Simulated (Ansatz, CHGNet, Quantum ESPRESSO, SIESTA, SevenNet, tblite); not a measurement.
# SIESTA runs on random fluorite-type alloy of CaF2 and CdF2 (96 atoms)

How do the settings of SIESTA change the result for random fluorite-type alloy of CaF2 and CdF2 (96 atoms)? A plane-wave run serves as the yardstick.

Program: SIESTA 5.4.2. Level of theory: the method is named at each step. Results are calculated unless marked as measured.

## (1) The structure

The cell holds 96 atoms: 28 Ca, 64 F and 4 Cd. Cell: a = 10.908 Å, b = 10.908 Å, c = 10.908 Å, α = 90.0°, β = 90.0°, γ = 90.0°. It derives from CaF2 (fluorite-type), repeated 2×2×2. Fluorite-type CaF2, 2 x 2 x 2 conventional cells, 4 of 32 Ca sites given to Cd at random (x = 0.125), lattice by Vegard's rule (a = 5.454 Å); every coordinate displaced by a Gaussian of 0.09 Å. Then every atom was moved at random, 0.03 Å r.m.s. a Cartesian component.

The yardstick, on the same geometry:

```
method                                           : Kohn-Sham DFT, PBE, SSSP efficiency 1.3.0 pseudopotentials, plane waves (Quantum ESPRESSO 7.5); sssp-pbe-1.3.0-efficiency, cutoffs 60/480 Ry, Γ point
r.m.s. force component                           : 0.7638 eV/Å
longest force                                    : 2.835 eV/Å
pressure                                         : 5.406 GPa
gap (highest filled to lowest empty level) : 4.5 eV
time                                             : 4.1 min on 4 MPI ranks of Arm Neoverse V1, shared host
CPU time                                         : 16 min
```

## (2) PBE, DZP, shift 0.01 Ry, mesh 500 Ry

Method: Kohn-Sham DFT, PBE, PseudoDojo 0.4.1 norm-conserving pseudopotentials (converted to PSML), numerical atomic orbitals (DZP), diagonalisation.

The .psml files are PseudoDojo norm-conserving potentials that we converted to this format, checked against plane waves on the same files for H, C, O, Si, Ge and Ca alone.

The input, input.fdf:

```
SystemLabel cell
NumberOfAtoms 96
NumberOfSpecies 3
%block ChemicalSpeciesLabel
  1 20 Ca
  2 9 F
  3 48 Cd
%endblock ChemicalSpeciesLabel
LatticeConstant 1.0 Ang
%block LatticeVectors
  10.90780 0.00000 0.00000
  0.00000 10.90780 0.00000
  0.00000 0.00000 10.90780
%endblock LatticeVectors
PAO.BasisSize DZP
PAO.EnergyShift 0.01 Ry
XC.Functional GGA
XC.Authors PBE
MeshCutoff 500 Ry
%block kgrid_Monkhorst_Pack
  1 0 0 0.0
  0 1 0 0.0
  0 0 1 0.0
%endblock kgrid_Monkhorst_Pack
SolutionMethod diagon
OccupationFunction FD
ElectronicTemperature 580 K
SCF.Mixer.Method Pulay
SCF.Mixer.Weight 0.15
SCF.Mixer.History 8
SCF.Mix Hamiltonian
MaxSCFIterations 300
SCF.DM.Tolerance 1e-04
SCF.H.Tolerance 1.0e-3 eV
WriteForces T
Write.HirshfeldPop T
Write.VoronoiPop T
Write.DM F
Write.H F
XML.Write F
AtomicCoordinatesFormat Fractional
%block AtomicCoordinatesAndAtomicSpecies
  0.99445 0.99171 0.99445 1
  0.12252 0.12466 0.12029 2
  0.36635 0.37507 0.37234 2
  0.98474 0.24041 0.23388 1
  0.14252 0.37812 0.38060 2
  0.36149 0.12541 0.14637 2
  0.24877 0.00124 0.24025 1
  0.38982 0.12706 0.36731 2
  0.11775 0.38834 0.13411 2
  0.25464 0.24808 0.99051 1
  0.36659 0.36339 0.12166 2
  0.10813 0.11262 0.38227 2
  0.00649 0.01050 0.49621 1
  0.12786 0.12431 0.62564 2
  0.36182 0.36463 0.88142 2
  0.00772 0.23738 0.76694 1
  0.11141 0.36815 0.87588 2
  0.37009 0.11651 0.62614 2
  0.25259 0.00516 0.75344 1
  0.38234 0.12006 0.88163 2
  0.13571 0.37766 0.62001 2
  0.24625 0.25584 0.50182 1
  0.37185 0.37538 0.62480 2
  0.12694 0.11599 0.89352 2
  0.99943 0.50100 0.99904 1
  0.13602 0.62783 0.12089 2
  0.36590 0.88083 0.38300 2
  0.00343 0.74468 0.26180 1
  0.12193 0.87538 0.35665 2
  0.36045 0.61286 0.12380 2
  0.24549 0.50102 0.24733 1
  0.36738 0.62626 0.38134 2
  0.12626 0.88823 0.11878 2
  0.25212 0.75359 0.00504 1
  0.37195 0.86964 0.11742 2
  0.11561 0.64836 0.37618 2
  0.00343 0.49487 0.49468 3
  0.12920 0.62142 0.62181 2
  0.37570 0.85861 0.87839 2
  0.99393 0.74163 0.75652 3
  0.13032 0.87806 0.86083 2
  0.38656 0.63727 0.61647 2
  0.24468 0.50259 0.74365 1
  0.37462 0.63522 0.87107 2
  0.13567 0.88709 0.61577 2
  0.25353 0.75446 0.49345 1
  0.37596 0.88347 0.63317 2
  0.11768 0.61129 0.87263 2
  0.49910 0.00369 0.99911 1
  0.62028 0.12279 0.13017 2
  0.86859 0.40072 0.37296 2
  0.49945 0.24218 0.25056 1
  0.61934 0.37111 0.37612 2
  0.87481 0.12366 0.13392 2
  0.74346 0.99688 0.24117 1
  0.86203 0.12246 0.37906 2
[... 36 atom lines left out ...]
  0.62510 0.88896 0.61267 2
  0.75007 0.75156 0.48819 1
  0.87307 0.87166 0.62500 2
  0.62677 0.61851 0.87744 2
%endblock AtomicCoordinatesAndAtomicSpecies
```

Started as:

```bash
> OMP_NUM_THREADS=1 mpirun -np 2 siesta < input.fdf > output.txt
```

The program printed:

```text
Version         : 5.4.2
reinit: System Name:
reinit: System Label: cell
initatom: Reading input for the pseudopotentials and atomic orbitals ----------
Species number:   1 Atomic number:   20 Label: Ca
Species number:   2 Atomic number:    9 Label: F
Species number:   3 Atomic number:   48 Label: Cd
Ground state valence configuration (from tables):   4s02  4p00  3d00  4f00
Ground state valence configuration (from tables):   2s02  2p05  3d00  4f00
Ground state valence configuration (from tables):   5s02  5p00  4d10  4f00
---- Processing specs for species: Ca
GGA--PBE XC_GGA_X_PBE--XC_GGA_C_PBE pb
Semicore shell(s) with  8 electrons included in the valence for Ca
---- Processing specs for species: F
GGA--PBE XC_GGA_X_PBE--XC_GGA_C_PBE pb
---- Processing specs for species: Cd
GGA--PBE XC_GGA_X_PBE--XC_GGA_C_PBE pb
Semicore shell(s) with  8 electrons included in the valence for Cd
Semicore shell(s): 3s 3p
Fallback to non-perturbative polarization scheme for Ca
Please see the manual if this is not desired in principle
Semicore shell(s): 4s 4p
Fallback to non-perturbative polarization scheme for Cd
Please see the manual if this is not desired in principle
F pseudopotential only contains V_ls up to l=2 -- lmxkb reset.
Cd pseudopotential only contains V_ls up to l=2 -- lmxkb reset.
Using PAO.SplitTailNorm
%block ChemicalSpeciesLabel
    1   20 Ca                      # Species index, atomic number, species label
    2    9 F                       # Species index, atomic number, species label
    3   48 Cd                      # Species index, atomic number, species label
%endblock ChemicalSpeciesLabel
%block PAO.Basis                 # Define Basis set
Ca                    4                    # Species label, number of l-shells
 n=3   0   1                         # n, l, Nzeta
   3.189
   1.000
 n=4   0   2                         # n, l, Nzeta
   8.412      6.393
   1.000      1.000
 n=3   1   1                         # n, l, Nzeta
   3.626
[...]
F                     2                    # Species label, number of l-shells
[...]
3.215      2.050
[...]
n=2   1   2 P   1                   # n, l, Nzeta, Polarization, NzetaPol
[...]
Cd                    5                    # Species label, number of l-shells
[...]
n=5   1   1                         # n, l, Nzeta
   6.588
   1.000
 n=4   2   2                         # n, l, Nzeta
   3.960      2.575
   1.000      1.000
%endblock PAO.Basis
coor:   Atomic-coordinates input format  =     Fractional
siesta: System type = bulk
initatomlists: Number of atoms, orbitals, and projectors:     96  1160  1408
siesta: ******************** Simulation parameters ****************************
Total number of electrons:   808.000000
Total ionic charge:   808.000000
 Kpoints in:            1 . Kpoints trimmed:            1
siesta: k-grid: Number of k-points = 1
siesta: k-points from Monkhorst-Pack grid
siesta: k-cutoff (effective) =     5.454 Ang
siesta: k-point supercell and displacements
siesta: k-grid:     1     0     0      0.000
siesta: k-grid:     0     1     0      0.000
siesta: k-grid:     0     0     1      0.000
                     ====================================
                        Single-point calculation
                     ====================================
outcell: Unit cell vectors (Ang):
       10.907800    0.000000    0.000000
        0.000000   10.907800    0.000000
        0.000000    0.000000   10.907800
outcell: Cell vector modules (Ang)   :   10.907800   10.907800   10.907800
outcell: Cell angles (23,13,12) (deg):     90.0000     90.0000     90.0000
outcell: Cell volume (Ang**3)        :   1297.8111
Gamma-point calculation with interaction between periodic images
Gamma-point calculation with interaction between periodic images
Some features might not work optimally:
Some features might not work optimally:
e.g. DM initialization from atomic data
e.g. DM initialization from atomic data
new_DM -- step:     1
Initializing Density Matrix...
Attempting to read DM from file... Failed...
DM filled with atomic data:
InitMesh: MESH = 150 x 150 x 150 = 3375000
InitMesh: Mesh cutoff (required, used) =   500.000   522.649 Ry
stepf: Fermi-Dirac step function
        iscf     Eharris(eV)        E_KS(eV)     FreeEng(eV)     dDmax    Ef(eV) dHmax(eV)
   scf:    1   -91549.443104   -91584.986881   -91584.986881  1.545238 -4.867722 16.060093
   scf:    2   -91629.411798   -91608.692962   -91608.692962  0.172805 -6.160370 10.481047
   scf:    3   -91631.302565   -91625.557237   -91625.557237  0.305605 -5.620961  0.907349
[...]
scf:   10   -91625.978696   -91625.978692   -91625.978692  0.000360 -5.616947  0.001810
   scf:   11   -91625.978692   -91625.978692   -91625.978692  0.000048 -5.617287  0.000968
SCF Convergence by DM+H criterion
max |DM_out - DM_in|         :     0.0000478323
max |H_out - H_in|      (eV) :     0.0009679257
SCF cycle converged after 11 iterations
Using DM_out to compute the final energy and forces
siesta: E_KS(eV) =           -91625.9787
siesta: E_KS - E_eggbox =    -91625.9787
siesta: Atomic forces (eV/Ang):
     1    1.006063    0.507171    0.262822
     2   -0.298626    0.429030    0.240090
     3    1.023738   -0.059835    0.246442
[...]
95    0.349823   -0.088863    0.530174
    96   -0.264558    0.731306   -0.061438
----------------------------------------
   Tot    0.007680    0.000521    0.013652
----------------------------------------
   Max    2.921196
   Res    1.044223    sqrt( Sum f_i^2 / 3N )
----------------------------------------
   Max    2.921196    constrained
Stress tensor Voigt[x,y,z,yz,xz,xy] (kbar):      -64.56      -65.15      -61.64       10.14        4.57       -9.45
(Free)E + p*V (eV/cell)   -91574.3115
Target enthalpy (eV/cell)   -91625.9787
siesta: Program's energy decomposition (eV):
siesta: Ebs     =    -17645.980278
siesta: Eions   =    143914.652183
siesta: Ena     =     26132.120601
siesta: Ekin    =     45416.120400
siesta: Enl     =     -1657.894106
siesta: DEna    =       382.313143
siesta: DUscf   =        30.599392
siesta: Ex      =    -16957.575108
siesta: Ec      =     -1057.010831
siesta: Exc     =    -18014.585940
siesta: Eharris =    -91625.978692
siesta: Etot    =    -91625.978692
siesta: FreeEng =    -91625.978692
siesta: Final energy (eV):
siesta:  Band Struct. =  -17645.980278
siesta:       Kinetic =   45416.120400
siesta:       Hartree =   26185.454088
siesta:         Exch. =  -16957.575108
siesta:         Corr. =   -1057.010831
siesta:   Exch.-corr. =  -18014.585940
siesta:  Ion-electron =  -96861.623191
siesta:       Ion-ion =  -48351.344049
siesta:         Total =  -91625.978692
siesta:         Fermi =      -5.617287
siesta: Stress tensor (static) (eV/Ang**3):
siesta:    -0.040295   -0.005899    0.002855
siesta:    -0.005899   -0.040665    0.006332
siesta:     0.002855    0.006332   -0.038472
siesta: Cell volume =       1297.811144 Ang**3
siesta: Pressure (static):
siesta:                Solid            Molecule  Units
siesta:           0.00043360          0.00022572  Ry/Bohr**3
siesta:           0.03981102          0.02072489  eV/Ang**3
siesta:          63.78428343         33.20492914  kBar
    Orbital volume contribution        =          44.553430 eV
    (Free)E + p_basis*V_orbitals       =      -91581.425262 eV
    (Free)Eharris+ p_basis*V_orbitals  =      -91581.425262 eV
Hirshfeld Atomic Populations:
Atom #   charge [q] valence [e]  Species
     1     0.421038    9.578962  Ca
     2    -0.233856    7.233856  F
     3    -0.236633    7.236633  F
     4     0.485315    9.514685  Ca
     5    -0.239082    7.239082  F
[...]
7     0.444095    9.555905  Ca
[...]
37     0.711495   19.288505  Cd
[...]
40     0.698268   19.301732  Cd
[...]
73     0.742872   19.257128  Cd
[...]
--------------------
 Total    -0.000051
Voronoi Atomic Populations:
Atom #   charge [q] valence [e]  Species
[...]
73     0.750828   19.249172  Cd
[...]
82     0.707071   19.292929  Cd
[...]
91     0.310580    9.689420  Ca
[...]
94     0.251320    9.748680  Ca
    95    -0.209275    7.209275  F
    96    -0.169919    7.169919  F
--------------------
 Total    -0.000051
```

It took 2.1 min on 2 MPI ranks of Arm Neoverse V1, shared host; peak memory 1.9 GiB.

Banners, paths, timers and routine set-up lines are dropped from the logs unmarked, and long logs keep their key lines alone; longer cuts are marked.

Compared with the plane-wave run:

- r.m.s. force component: 1.044 eV/Å
- r.m.s. difference of force components: 317.1 meV/Å
- longest difference of force vectors: 1392 meV/Å
- force difference over r.m.s. force: 41.52 %
- slope of forces against the reference's: 1.348
- correlation of force components: 0.9863
- gap (highest filled to lowest empty level): 4.297 eV
- gap difference: -0.2029 eV
- pressure: 6.378 GPa
- pressure difference: 0.9724 GPa

This run lies far from the reference in forces at the same functional. Basis and potentials both differ; the latter hold 808 valence electrons against the reference's 776.

Length of the force difference by element (eV/Å):

| element | atoms | mean | most |
| --- | --- | --- | --- |
| Ca | 28 | 0.69 | 1.4 |
| Cd | 4 | 0.21 | 0.27 |
| F | 64 | 0.39 | 1.2 |

Levels nearest the highest filled one (eV from it): -0.52, -0.49, -0.46, -0.41, -0.36, -0.34, -0.32, -0.31, -0.29, -0.25, -0.02, 0.00, 4.30, 5.31, 5.58, 6.23, 6.76, 7.38, 7.57, 7.73, 7.90, 8.24, 8.38, 8.44.

Local excerpt of 10 atoms (numbers count through the whole input) about F84, picked at random; x, y, z are measured from there.

| atom | x | y | z | distance (Å) | bonds | Hirshfeld charge (e) | Fx | Fy | Fz (eV/Å) |
| --- | --- | --- | --- | --- | --- | --- | --- | --- | --- |
| F84 | 0.00 | 0.00 | 0.00 | 0.00 | 4 | -0.25 | -1.46 | -0.21 | 0.04 |
| Ca94 | 1.20 | 1.39 | 1.25 | 2.22 | 8 | 0.35 | 0.03 | -0.23 | 1.65 |
| Ca79 | 1.08 | -1.41 | -1.38 | 2.25 | 8 | 0.38 | 1.50 | 0.34 | 0.56 |
| F74 | -0.12 | -0.08 | -2.49 | 2.50 | 4 | -0.25 | -1.50 | 1.05 | -2.33 |
| Ca76 | -1.53 | 1.43 | -1.46 | 2.55 | 8 | 0.49 | -0.25 | -1.23 | 1.92 |
| F80 | 2.58 | 0.12 | 0.03 | 2.58 | 4 | -0.26 | 0.21 | -1.41 | -0.14 |
| F86 | -0.13 | 0.13 | 2.64 | 2.65 | 4 | -0.25 | -0.25 | -0.66 | 1.13 |
| Ca85 | -1.57 | -1.52 | 1.55 | 2.68 | 8 | 0.47 | 0.28 | 2.60 | -2.18 |
| F53 | -0.23 | -2.76 | 0.03 | 2.77 | 4 | -0.22 | -0.24 | 0.21 | -0.10 |
| F77 | -0.01 | 2.81 | 0.06 | 2.81 | 4 | -0.24 | -1.63 | 0.03 | -0.70 |

Forces lie 42 % from the reference's, at 0.26 times its CPU time (on 2 against 4 cores).

## (3) PBE, SZ, shift 0.01 Ry, mesh 500 Ry

Method: Kohn-Sham DFT, PBE, PseudoDojo 0.4.1 norm-conserving pseudopotentials (converted to PSML), numerical atomic orbitals (SZ), diagonalisation.

Edit input.fdf of step 2 so:

```diff
@@ -14,3 +14,3 @@
 %endblock LatticeVectors
-PAO.BasisSize DZP
+PAO.BasisSize SZ
 PAO.EnergyShift 0.01 Ry
```

Started as:

```bash
> OMP_NUM_THREADS=1 siesta < input.fdf > output.txt
```

The program printed:

```text
Version         : 5.4.2
reinit: System Name:
reinit: System Label: cell
initatom: Reading input for the pseudopotentials and atomic orbitals ----------
Species number:   1 Atomic number:   20 Label: Ca
Species number:   2 Atomic number:    9 Label: F
Species number:   3 Atomic number:   48 Label: Cd
Ground state valence configuration (from tables):   4s02  4p00  3d00  4f00
[... lines left out ...]
SCF Convergence by DM+H criterion
[... lines left out ...]
SCF cycle converged after 12 iterations
[... lines left out ...]
   Max    3.151364
[... lines left out ...]
   Max    3.151364    constrained
Stress tensor Voigt[x,y,z,yz,xz,xy] (kbar):        0.83        0.03        3.65       10.95        5.10       -9.64
[... lines left out ...]
siesta: FreeEng =    -91419.130182
[... lines left out ...]
siesta:         Fermi =      -2.816218
[... lines left out ...]
siesta:          -1.50308406        -34.01710042  kBar
[... lines left out ...]
Hirshfeld Atomic Populations:
Atom #   charge [q] valence [e]  Species
     1     0.699940    9.300060  Ca
     2    -0.361214    7.361214  F
     3    -0.363503    7.363503  F
     4     0.750728    9.249272  Ca
     5    -0.370531    7.370531  F
[...]
7     0.721811    9.278189  Ca
[...]
37     0.861367   19.138633  Cd
[...]
40     0.853270   19.146730  Cd
[...]
73     0.862866   19.137134  Cd
[...]
--------------------
 Total    -0.000011
Voronoi Atomic Populations:
Atom #   charge [q] valence [e]  Species
[...]
73     0.681168   19.318832  Cd
[...]
82     0.664001   19.335999  Cd
[...]
91     0.330533    9.669467  Ca
[...]
94     0.287936    9.712064  Ca
    95    -0.208316    7.208316  F
    96    -0.188198    7.188198  F
--------------------
 Total    -0.000011
```

Elapsed: 91 s, on 1 thread; peak memory 0.84 GiB.

Numbers from this run, and their distance from the reference:

```yaml
r_m_s_force_component: 1.07 eV/Å
r_m_s_difference_of_force_components: 347.8 meV/Å
longest_difference_of_force_vectors: 1600 meV/Å
force_difference_over_r_m_s_force: 45.53 %
slope_of_forces_against_the_reference_s: 1.377
correlation_of_force_components: 0.9833
spacing_of_highest_filled_and_lowest_empty_level: 2.129 eV
gap_difference: -2.371 eV
pressure: -0.1503 GPa
pressure_difference: -5.556 GPa
```

This is a coarse setting, run to see what it loses.

Against the first run (42 %), the force difference from the reference is 46 %, at 0.36 times the CPU time (on 1 against 2 cores), with 436 basis functions against 1160.

(Part 1 of 2 ends here.)

[Also dropped from logs without a mark: logging warnings of Python, and SIESTA's first energy breakdown and zero terms.]

[Logs are printed without paths, hosts, clocks, repeated set-up lines and the standing remarks that a program may print on its own settings, such as how far it seeks lower states.]

[Hosts, paths, dates, database ids (printed as entryN), source tags and the programs' standing remarks are cut or masked in the printed files.]
